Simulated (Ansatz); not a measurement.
The compound is TiTe2 (1T sheet).

The cell holds 3 atoms: 1 Ti and 2 Te. Its edges and angles: a = 3.698 Å, b = 3.698 Å, c = 30.253 Å, α = 90.0°, β = 90.0°, γ = 120.0°. Vacuum lies along c.

```xyz
3
Lattice="-2.6152 0.0000 -2.6152 0.0000 2.6152 2.6152 17.4666 17.4666 -17.4666" Properties=species:S:1:pos:R:3
Ti    5.5502    5.5502   -5.5502
Te    5.6748    8.2900   -5.6748
Te    2.8104    5.4256   -5.4256
```

The structure was relaxed with PBEsol. The structure was generated from a model, not taken from a measurement. The runs that relaxed it are not among those shown. The program's search for lower electronic states was switched off, so nothing shows that the state found is the lowest. Spin-orbit coupling is left out unless a run names it. PAW set soft_2, made with PBE.

A constrained-RPA run (Ansatz 0.2.0; non-magnetic PBEsol; Ti d + anion p, bands v6 to c5, 6×6×1 mesh, medium accuracy) builds 11 functions on bands 8.6 eV wide, with 12.0 electrons in the window. The bare on-site interaction is 15.9 eV and the bare J 0.53 eV.

Question: What U and J survive the screening?

On the Ti d shell, U = 8.00 eV (50 % of the bare value), U′ = 7.11 eV, J = 0.43 eV.

The parent state is non-magnetic and the interaction static (zero frequency); U depends on the window and the orbitals, so it belongs to this model alone. A window that holds the anion p bands defines a model with explicit ligands; its U belongs to that model and is not the U of DFT+U.

[Paths, hosts, dates, memory and timing lines, banners, echoed tables and standing remarks are left out of the program output.]

[Logs are printed without paths, hosts, clocks, repeated set-up lines and the standing remarks that a program may print on its own settings, such as how far it seeks lower states.]

[Runs of the session that timed out or met a known fault of the program may be left out.]

[Hosts, paths, dates, database ids (printed as entryN), source tags and the programs' standing remarks are cut or masked in the printed files.]
